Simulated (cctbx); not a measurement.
## Reading a Patterson map

Space group P4/mbm (no. 127), a = 9.1600 Å, b = 9.1600 Å, c = 3.0880 Å, α = 90.00°, β = 90.00°, γ = 90.00°, content Rh10 Ga4 Mn2 B4.

The data are simulated with cctbx, not measured: Mo Kα, λ = 0.71073 Å, to d = 0.75 Å, 80 % of the full sphere, strongest reflection 70000 counts, noise from counting, a 6 % proportional error and a noise floor of 4 counts (s.d.); no absorption.

Patterson synthesis from sharpened amplitudes, origin scaled to 1000:

```text
Patterson group P 4/m m m
      u       v       w   height  length (A)
  0.000   0.000   0.000   1000.0     0.00
  0.500   0.500   0.000    240.5     6.48
  0.394   0.394   0.500    198.8     5.33
  0.000   0.500   0.500    198.0     4.83
  0.359   0.359   0.000    176.4     4.65
  0.217   0.435   0.000    140.6     4.45
  0.069   0.284   0.000    133.0     2.68
  0.070   0.230   0.500    126.8     2.69
  0.372   0.500   0.000    124.2     5.71
  0.218   0.218   0.000    122.0     2.82
  0.155   0.301   0.000    119.5     3.11
  0.091   0.500   0.000    115.6     4.65
  0.319   0.319   0.500    106.1     4.41
  0.106   0.500   0.500    103.2     4.93
```

Q: Assign the vectors.

A peak at u stands for all pairs with xi − xj = u, with weight Σ ZiZj against Σ Z² = 25444 at the origin. Peak heights follow these weights only roughly, since form factors, motion and series ripples differ, all vectors within 0.55 Å of a peak are counted as merged into it though the farther ones add only part of their weight, and F(000) is left out, which lowers the whole map:

| u | v | w | shortest length (Å) | height | 1000 ΣZiZj/ΣZ² | pairs in the cell |
| --- | --- | --- | --- | --- | --- | --- |
| 0.500 | 0.500 | 0.000 | 6.48 | 240 | 208 | 2 × Rh–Rh, 2 × Mn–Mn |
| 0.394 | 0.394 | 0.500 | 5.33 | 199 | 237 | 4 × Rh–Ga, 2 × Rh–B |
| 0.000 | 0.500 | 0.500 | 4.83 | 198 | 177 | 4 × Rh–Mn |
| 0.359 | 0.359 | 0.000 | 4.65 | 176 | 197 | 2 × Rh–Rh, 1 × Ga–Ga |
| 0.217 | 0.435 | 0.000 | 4.45 | 141 | 159 | 2 × Rh–Rh |
| 0.069 | 0.284 | 0.000 | 2.68 | 133 | 171 | 2 × Rh–Rh, 2 × Ga–B |
| 0.070 | 0.230 | 0.500 | 2.69 | 127 | 308 | 4 × Rh–Ga, 2 × Rh–Mn |
| 0.372 | 0.500 | 0.000 | 5.71 | 124 | 159 | 2 × Rh–Rh |
| 0.218 | 0.218 | 0.000 | 2.82 | 122 | 172 | 2 × Rh–Rh, 2 × Ga–B, 1 × B–B |
| 0.155 | 0.301 | 0.000 | 3.10 | 120 | 220 | 2 × Rh–Rh, 2 × Ga–Mn |

The table stops at ten peaks or at a height of 45, below which ripples compete. In the model behind the data Rh, the heaviest element, has 2 independent sites: (0, 1/2, 1/2) and (0.7874, 0.9314, 1/2), up to an allowed shift of origin; the Rh–Rh vectors are differences of these positions and their symmetry mates. The whole model:

| atom | mult. | x | y | z | Ueq (Å²) |
| --- | --- | --- | --- | --- | --- |
| Rh1 | 2 | 0 | 1/2 | 1/2 | 0.0064 |
| Rh2 | 8 | 0.7874 | 0.9314 | 1/2 | 0.0093 |
| Ga1 | 4 | 0.8228 | 0.6772 | 0 | 0.0050 |
| Mn1 | 2 | 0 | 0 | 0 | 0.0095 |
| B1 | 4 | 0.3721 | 0.1279 | 0 | 0.0102 |

This is a model crystal, built by substitution and not relaxed, with assumed displacement parameters.

[Logs are printed without paths, hosts, clocks, repeated set-up lines and the standing remarks that a program may print on its own settings, such as how far it seeks lower states.]
